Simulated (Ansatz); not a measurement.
**Lattice dynamics of AlRu (Pm-3m)**

Task: relax AlRu (Pm-3m), then find its harmonic phonons.

Program: Ansatz 0.2.0. Level of theory: DFT PBEsol, scalar-relativistic, plane waves, PAW. Results are calculated unless marked as measured.

Most raw output is cut from this account.

## Step 1: Starting point

The structure is cubic, space group Pm-3m (No. 221). Conventional cell: a = 2.992 Å, b = 2.992 Å, c = 2.992 Å, α = 90.00°, β = 90.00°, γ = 90.00°. Nearest to Al lie 8 Ru at 2.59 Å. Nearest to Ru lie 8 Al at 2.59 Å. Farther neighbours are not listed.

## Step 2: Bringing the structure to rest

Harmonic phonons are second derivatives at a point where the forces vanish, and they are wanted at zero stress, so atoms and cell are relaxed first.

File input.yaml:

```yaml
crystal:
  lattice:
    - [2.9916, 0.0, 0.0]
    - [0.0, 2.9916, 0.0]
    - [0.0, 0.0, 2.9916]
  atoms:
    - { symbol: Al, position: [0.0, 0.0, 0.0] }
    - { symbol: Ru, position: [0.5, 0.5, 0.5] }
kpoints:
  mp_grid: { grid: [12, 12, 12] }
hamiltonian:
  xc: pbesol
scf:
  occupations: { method: gaussian, width: 0.1 }
output:
  forces: true
  stress: true
  eigenvalues: true
  write_density: true
  write_potential: true
  elf: true
  volumetric_format: npy
relax:
  adjacent_minimum: "off"
  f_tol: 0.005
  max_steps: 80
  cell: { stress_tol: 0.05 }
```

Run with:

```
$ ansatz run input.yaml --threads 4 --pin off --max-ram 7168MiB --backend cpu --events-out ev --progress --plain --runs-dir out
```

Elapsed: 7.8 s, on 4 threads of Arm Neoverse N1, shared host; peak memory 0.33 GiB; 13 s of CPU time.

Step by step:

```tsv
step	energy less that of the first step (eV)	largest force component (eV/Å)	pressure (GPa)	volume (Å³)
1	0.0000	0.0000	-3.40	26.77
2	-0.0044	0.0000	0.92	26.24
3	-0.0047	0.0000	-0.02	26.35
4*	-0.0046	0.0000	-0.03	26.35
```

Relaxation steps marked * repeat the geometry before them on a plane-wave basis chosen anew for their cell, so energy and pressure can jump there.

Forces are held to the 48 operations that the run works with; a distortion that breaks them can't arise in this run.

```tsv
conventional cell, symmetrised	before	after	change
a (Å)	2.992	2.976	-0.5 %
b (Å)	2.992	2.976	-0.5 %
c (Å)	2.992	2.976	-0.5 %
volume (Å³/atom)	13.39	13.18	-1.6 %
```

Final coordinates:

```
Al Ru
1.0
     2.97578    0.00000    0.00000
     0.00000    2.97578    0.00000
     0.00000    0.00000    2.97578
Al Ru
1 1
Cartesian
  0.0000 0.0000 0.0000
  1.4879 1.4879 1.4879
```

This step gave:

| Item | Value |
| --- | --- |
| pressure | -0.02698 GPa |
| volume per atom | 13.18 Å³ |
| gap on the k-mesh | 0 eV |

Valence density in the ac plane at fractional y = 0.000, with atoms of Al within 0.2 Å of it. It is the smooth field of the valence electrons, not physical close to the nuclei.

Ten even steps from '_' (0.06 e/Å³) to '@' (0.29 e/Å³):
```
____..--**####****####**--..__
__..::++################++::..
----++##%%%%########%%%%##++--
++**##%%%%%%%%%%%%%%%%%%%%##**
######%%%%%%%%@@@@%%%%%%%%####
**######%%%%@@@@@@@@%%%%######
****####%%@@@@@@@@@@@@%%####**
****####%%@@@@@@@@@@@@%%####**
**######%%%%@@@@@@@@%%%%######
######%%%%%%%%@@@@%%%%%%%%####
++**##%%%%%%%%%%%%%%%%%%%%##**
----++##%%%%########%%%%##++--
__..::++################++::..
____..--**####****####**--..__
______--++##********##++--____
```
Columns run along a (3.0 Å), rows up along c (3.0 Å). Atoms in or near the plane, at fractional coordinates: Al at (0.00, 0.00).

Electrostatic potential energy in the ac plane at fractional y = 0.000, with atoms of Al within 0.2 Å of it. With pseudopotentials it is smooth inside the atoms' cores, unlike the true potential.

Values in eV, 15 rows by 15 columns:
```
12 11  5 -1  2 10 15 17 17 15 10  2 -1  5 11
 7  5  0 -1  4 12 16 17 17 16 12  4 -1  0  5
-1 -1 -1  2  9 14 17 18 18 17 14  9  2 -1 -1
 1  2  4  9 13 16 17 18 18 17 16 13  9  4  2
 9 10 12 14 16 17 18 18 18 18 17 16 14 12 10
15 15 16 17 17 18 18 18 18 18 18 17 17 16 15
17 17 17 18 18 18 18 17 17 18 18 18 18 17 17
17 17 17 18 18 18 18 17 17 18 18 18 18 17 17
15 15 16 17 17 18 18 18 18 18 18 17 17 16 15
 9 10 12 14 16 17 18 18 18 18 17 16 14 12 10
 1  2  4  9 13 16 17 18 18 17 16 13  9  4  2
-1 -1 -1  2  9 14 17 18 18 17 14  9  2 -1 -1
 7  5  0 -1  4 12 16 17 17 16 12  4 -1  0  5
12 11  5 -1  2 10 15 17 17 15 10  2 -1  5 11
14 12  7 -1  1  9 15 17 17 15  9  1 -1  7 12
```
Columns run along a (3.0 Å; values clipped at the 3rd and 97th percentile), rows up along c (3.0 Å). Atoms in or near the plane, at fractional coordinates: Al at (0.00, 0.00).

ELF in the ac plane at fractional y = 0.000, with atoms of Al within 0.2 Å of it. It is the smooth field of the valence electrons, not physical close to the nuclei.

Values, 15 rows by 15 columns:
```
0.09 0.05 0.01 0.09 0.31 0.44 0.44 0.42 0.42 0.44 0.44 0.31 0.09 0.01 0.05
0.01 0.01 0.05 0.22 0.41 0.47 0.45 0.42 0.42 0.45 0.47 0.41 0.22 0.05 0.01
0.06 0.09 0.22 0.40 0.49 0.48 0.44 0.41 0.41 0.44 0.48 0.49 0.40 0.22 0.09
0.27 0.31 0.41 0.49 0.50 0.47 0.42 0.39 0.39 0.42 0.47 0.50 0.49 0.41 0.31
0.42 0.44 0.47 0.48 0.47 0.43 0.40 0.38 0.38 0.40 0.43 0.47 0.48 0.47 0.44
0.43 0.44 0.45 0.44 0.42 0.40 0.37 0.36 0.36 0.37 0.40 0.42 0.44 0.45 0.44
0.42 0.42 0.42 0.41 0.39 0.38 0.36 0.35 0.35 0.36 0.38 0.39 0.41 0.42 0.42
0.42 0.42 0.42 0.41 0.39 0.38 0.36 0.35 0.35 0.36 0.38 0.39 0.41 0.42 0.42
0.43 0.44 0.45 0.44 0.42 0.40 0.37 0.36 0.36 0.37 0.40 0.42 0.44 0.45 0.44
0.42 0.44 0.47 0.48 0.47 0.43 0.40 0.38 0.38 0.40 0.43 0.47 0.48 0.47 0.44
0.27 0.31 0.41 0.49 0.50 0.47 0.42 0.39 0.39 0.42 0.47 0.50 0.49 0.41 0.31
0.06 0.09 0.22 0.40 0.49 0.48 0.44 0.41 0.41 0.44 0.48 0.49 0.40 0.22 0.09
0.01 0.01 0.05 0.22 0.41 0.47 0.45 0.42 0.42 0.45 0.47 0.41 0.22 0.05 0.01
0.09 0.05 0.01 0.09 0.31 0.44 0.44 0.42 0.42 0.44 0.44 0.31 0.09 0.01 0.05
0.13 0.09 0.01 0.06 0.27 0.42 0.43 0.42 0.42 0.43 0.42 0.27 0.06 0.01 0.09
```
Columns run along a (3.0 Å), rows up along c (3.0 Å). Atoms in or near the plane, at fractional coordinates: Al at (0.00, 0.00).

In this step the volume went from 13.39 to 13.18 Å³/atom.

## Step 3: Relaxing to small forces for the phonons

Phonons need a cell at rest on their own settings, so the relaxation is repeated with tight tolerances on forces and stress on the k mesh and occupations of the first response run.

File input.yaml:

```yaml
crystal:
  lattice:
    - [2.9757836224, 0.0, 0.0]
    - [0.0, 2.9757836224, 0.0]
    - [0.0, 0.0, 2.9757836224]
  atoms:
    - { symbol: Al, position: [0.0, 0.0, 0.0] }
    - { symbol: Ru, position: [0.5, 0.5, 0.5] }
kpoints:
  mp_grid: { grid: [12, 12, 12] }
hamiltonian:
  xc: pbesol
scf:
  occupations: { method: methfessel_paxton, width: 0.15 }
output:
  forces: true
  stress: true
  eigenvalues: true
relax:
  adjacent_minimum: "off"
  f_tol: 0.001
  max_steps: 60
  cell: { stress_tol: 0.01 }
```

Run time: 6.8 s. Hardware: 4 threads; peak memory 0.32 GiB.

Little changed from the start: no atom moved by 0.005 Å and no cell edge by 0.1 %.

Numbers from this step:

```yaml
pressure: 9.75e-5 GPa
volume_per_atom: 13.17 Å³
```

The forces vanish by symmetry and the pressure is 0.000 GPa, within the tolerances set. The cell now holds 13.17 Å³/atom.

## Step 4: Linear response at the zone centre

The zone centre comes first: it holds the modes that light can see, as far as symmetry allows. No field response is asked, since the mesh shows no gap.

input.yaml, the sections that differ from step 3:

```yaml
crystal:
  lattice:
    - [2.9754876968, 0.0, 0.0]
    - [0.0, 2.9754876968, 0.0]
    - [0.0, 0.0, 2.9754876968]
  atoms:
    - { symbol: Al, position: [0.0, 0.0, 0.0] }
    - { symbol: Ru, position: [0.5, 0.5, 0.5] }
output:
  eigenvalues: true
phonons:
  method: dfpt
# kpoints, hamiltonian, scf: as in step 3
# relax: removed
```

Elapsed: 12 s, on 4 threads; peak memory 0.47 GiB.

Numbers from this step:

| Item | Value |
| --- | --- |
| sum-rule residual before enforcement | 1.04e-4 eV/Å² |
| point group | m-3m |
| highest optical mode at the zone centre (no LO-TO term) | 321.6 cm⁻¹ |
| lowest optical zone-centre mode | 321.6 cm⁻¹ |

Patterns of degenerate modes are one choice out of their space. Modes at Γ, with each element's share of the kinetic energy:

```tsv
mode	frequency (cm⁻¹)	symmetry	Al %	Ru %
1	0.0	acoustic	21	79
2	0.0	acoustic	21	79
3	0.0	acoustic	21	79
4	321.6	T1u	79	21
5	321.6	T1u	79	21
6	321.6	T1u	79	21
```

Displacements in mode 4 (321.6 cm⁻¹), the largest set to 1:
```
Al1  0.00  0.00  1.00
Ru2  0.00  0.00 -0.27
```

Before it was imposed, the acoustic sum rule was missed by 1.0e-4 eV/Å². Small misses are needed for a sound result but don't prove that mesh and cutoff are converged. The lowest optical mode is real, 322 cm⁻¹.

## Step 5: Phonons on a q mesh

Stability and thermal properties need the whole zone. Linear response on a 4×4×4 q mesh gives force constants as far as a supercell of that size would.

input.yaml, as its differences from that of step 4:

```diff
@@ -18 +18,8 @@
   method: dfpt
+  qmesh: [4, 4, 4]
+  temperatures: { t_max: 1000, t_step: 50 }
+  qpath:
+    path:
+      - [[0.0, 0.0, 0.0], [0.0, 0.5, 0.0], [0.5, 0.5, 0.0], [0.0, 0.0, 0.0], [0.5, 0.5, 0.5], [0.0, 0.5, 0.0]]
+      - [[0.5, 0.5, 0.5], [0.5, 0.5, 0.0]]
+    npoints: 10
```

Wall time 4.3 min (4 threads); peak memory 1.3 GiB.

This step gave:

| Property | Result |
| --- | --- |
| sum-rule residual before enforcement | 1.03e-4 eV/Å² |
| lowest frequency on the path | 0 cm⁻¹ |
| highest frequency on the path or at a solved wavevector | 362.6 cm⁻¹ |
| mean frequency | 241.2 cm⁻¹ |
| Debye temperature (second moment) | 479 K |
| logarithmic mean frequency | 221.9 cm⁻¹ |
| lowest mode on the q mesh (acoustic modes at Γ apart) | 92.22 cm⁻¹ |
| zero-point energy per atom | 44.86 meV |
| heat capacity at 300 K | 22.08 J/(mol atoms K) |
| vibrational entropy at 300 K | 24.90 J/(mol atoms K) |
| edges of the widest gap between branches, on path and mesh | 217.1, 283.7 cm⁻¹ |

Frequencies (cm⁻¹) solved at each irreducible wavevector; negative means imaginary. Frequencies by wavevector, by row:

```tsv
q in reciprocal lattice units	star	mode 1	mode 2	mode 3	mode 4	mode 5	mode 6
0 0 0	1	0	0	0	321.6	321.6	321.6
0 0 0.25	6	111.4	111.4	151.8	311.5	311.5	326.9
0 0 -0.5	3	165.8	165.8	217.1	293.6	293.6	351.1
0 0.25 0.25	12	92.2	145	185.7	303.7	321.6	335.9
0 0.25 -0.5	12	145.4	163.6	179.1	290.4	335.2	353.6
0 -0.5 -0.5	3	119.4	119.4	197.4	283.7	362.6	362.6
0.25 0.25 0.25	8	141.7	141.7	180.5	323	329.3	329.3
0.25 0.25 -0.5	12	155	157.6	184.4	318	333.7	351.8
0.25 -0.5 -0.5	6	166.6	166.6	198.5	319	355.1	355.1
-0.5 -0.5 -0.5	1	207.7	207.7	207.7	351.8	351.8	351.8
```

Interpolated from a 4×4×4 q mesh. The phonon branches at the labelled points (cm⁻¹):

```tsv
point	branch 1	branch 2	branch 3	branch 4	branch 5	branch 6
Γ	0	0	0	322	322	322
halfway	111	111	152	312	312	327
X	166	166	217	294	294	351
halfway	145	164	179	290	335	354
M	119	119	197	284	363	363
halfway	92	145	186	304	322	336
Γ	0	0	0	322	322	322
halfway	142	142	180	323	329	329
R	208	208	208	352	352	352
halfway	155	158	184	318	334	352
X	166	166	217	294	294	351
jump to R	208	208	208	352	352	352
halfway	167	167	198	319	355	355
M	119	119	197	284	363	363
```

Tetrahedra on a 24×24×24 mesh, mean over bins of 5 cm-1. Interpolated from a 4×4×4 q mesh. Phonon density of states against wavenumber; read off at these points:

```tsv
wavenumber (cm⁻¹)	phonon density of states (1/cm⁻¹/cell)
2	0
12	3.0e-5
22	2.0e-4
32	5.1e-4
42	8.2e-4
52	0.0014
62	0.00205
72	0.00286
82	0.004
92	0.00547
98	0.00647
108	0.00915
118	0.0146
128	0.0213
138	0.0249
148	0.0299
158	0.0349
168	0.0471
178	0.0445
182	0.0447
188	0.0422
198	0.0186
208	0.00272
218	5.0e-5
228	0
238	0
248	0
258	0
268	0
272	0
282	6.3e-4
292	0.0208
302	0.0342
312	0.0471
318	0.0475
322	0.0395
332	0.0362
342	0.0455
352	0.0770
362	0.00444
```

The partial phonon density of states has structure finer than the step of the table below, so its rows give means over 20 cm⁻¹, whole bins alone (the curve runs from -10 to 383 cm⁻¹). Peaks (cm⁻¹: height): Al 313.8: 0.0450, 350.9: 0.0625; Ru 168.0: 0.0397, 185.3: 0.0432, 350.9: 0.0101.

Phonopy on the run's constants, 19x19x19 mesh, Gaussian sigma 2.8 cm-1. Interpolated from a 4×4×4 q mesh. Table of partial phonon density of states by wavenumber; means over each step; values in 1/cm⁻¹/cell:

```tsv
wavenumber (cm⁻¹)	Al	Ru
0	3.7e-6	1.6e-5
20	4.1e-5	1.5e-4
40	1.7e-4	6.5e-4
60	4.1e-4	0.00161
80	7.4e-4	0.00301
100	0.00137	0.00579
120	0.00323	0.0135
140	0.00435	0.0218
160	0.00451	0.0328
180	0.00235	0.0378
200	4.0e-4	0.0149
220	1.1e-5	3.6e-4
240	0	0
260	0	0
280	0.00309	2.5e-5
300	0.0303	0.00175
320	0.0377	0.00488
340	0.0399	0.00662
360	0.0214	0.00431
```

Second derivatives of the energy by pair, one row for each kind of neighbour of each atom listed. Each entry sums the pair over the periodic images of the supercell that the q mesh stands for, and in a polar crystal it holds the long-range dipole part too. Force constants by pair, by row:

```tsv
atom	neighbour	distance (Å)	third of the trace (eV/Å²)	along the pair's line (eV/Å²)
Al1	itself	0	9.626	–
Al1	Ru	2.577	-0.9756	-3.374
Al1	Al	2.975	-0.2256	-0.6634
Al1	Al	4.208	0.0273	-0.0245
Al1	Ru	4.934	-0.0096	-0.031
Al1	Al	5.154	-0.085	-0.2214
Al1	Al	5.951	0.0343	0.0431
Al1	Ru	6.485	-0.0036	-1.00e-4
Al1	Al	6.653	-0.0085	0.0075
Ru2	itself	0	13.29	–
Ru2	Al	2.577	-0.9756	-3.374
Ru2	Ru	2.975	-0.6852	-1.423
Ru2	Ru	4.208	-0.1198	-0.4161
Ru2	Al	4.934	-0.0096	-0.031
Ru2	Ru	5.154	0.0266	0.0728
Ru2	Ru	5.951	0.1068	0.2683
Ru2	Al	6.485	-0.0036	-1.00e-4
Ru2	Ru	6.653	-7.00e-4	0.0234
```

Harmonic thermodynamic functions per atom, from the density of states. Interpolated from a 4×4×4 q mesh. Thermodynamic functions, by row:

```tsv
T (K)	F_vib (meV/atom)	S (J/mol-atom/K)	C_V (J/mol-atom/K)
0	44.86	0	0
50	44.72	1.148	3.335
100	43	5.85	10.91
200	31.3	16.47	19.22
300	9.66	24.9	22.08
400	-19.67	31.44	23.26
500	-55.07	36.7	23.84
600	-95.43	41.08	24.17
700	-140	44.82	24.37
800	-188.2	48.08	24.5
900	-239.5	50.97	24.59
1000	-293.7	53.57	24.66
```

Harmonic mean-square displacement, third of the trace. Interpolated from a 4×4×4 q mesh. Mean square displacements, by row:

```tsv
T (K)	Al1 U_eq (Å²)	Ru2 U_eq (Å²)
0	0.00226	0.00106
100	0.00261	0.00147
300	0.00481	0.00345
600	0.00891	0.0067
```

Symmetry leaves 10 wavevectors to solve. The lowest mode among them, the acoustic zeros apart, lies at q = (0, 0.25, 0.25) and is real, 92.2 cm⁻¹.

## Step 6: Outcome

- space group after relaxation (within 0.01 Å): Pm-3m
- volume per atom: 13.2 Å³
- electronic character: no gap on this mesh
- highest optical mode at the zone centre (no LO-TO term): 322 cm⁻¹
- lowest optical zone-centre mode: 322 cm⁻¹
- lowest mode on the q mesh (acoustic modes at Γ apart): 92.2 cm⁻¹
- highest frequency on the path or at a solved wavevector: 363 cm⁻¹
- zero-point energy per atom: 44.9 meV
- heat capacity at 300 K: 22.1 J/(mol atoms K)
- vibrational entropy at 300 K: 24.9 J/(mol atoms K)
- Debye temperature (second moment): 479 K
- imaginary modes on the 4×4×4 q mesh: none

The structure is a minimum as far as tested: no mode is imaginary at the 10 irreducible wavevectors of the 4×4×4 mesh, and the softest away from the acoustic zeros lies at 92 cm⁻¹. The optical modes at Γ form one degenerate level at 322 cm⁻¹. The highest mode in this list at Γ, 321.6 cm⁻¹, is mostly motion of Al (79 % of the kinetic energy). On the path and the mesh, the widest gap between branches runs from 217 to 284 cm⁻¹. With no gap, or one that is small against the smearing, the frequencies hang on the k mesh and the smearing, most of all near Kohn anomalies. The phonon runs are without spin polarisation, although the cell has an odd electron count. These are harmonic frequencies at zero temperature: anharmonic shifts, linewidths and thermal expansion are left out.

[Logs are printed without paths, hosts, clocks, repeated set-up lines and the standing remarks that a program may print on its own settings, such as how far it seeks lower states.]

[Hosts, paths, dates, database ids (printed as entryN), source tags and the programs' standing remarks are cut or masked in the printed files.]
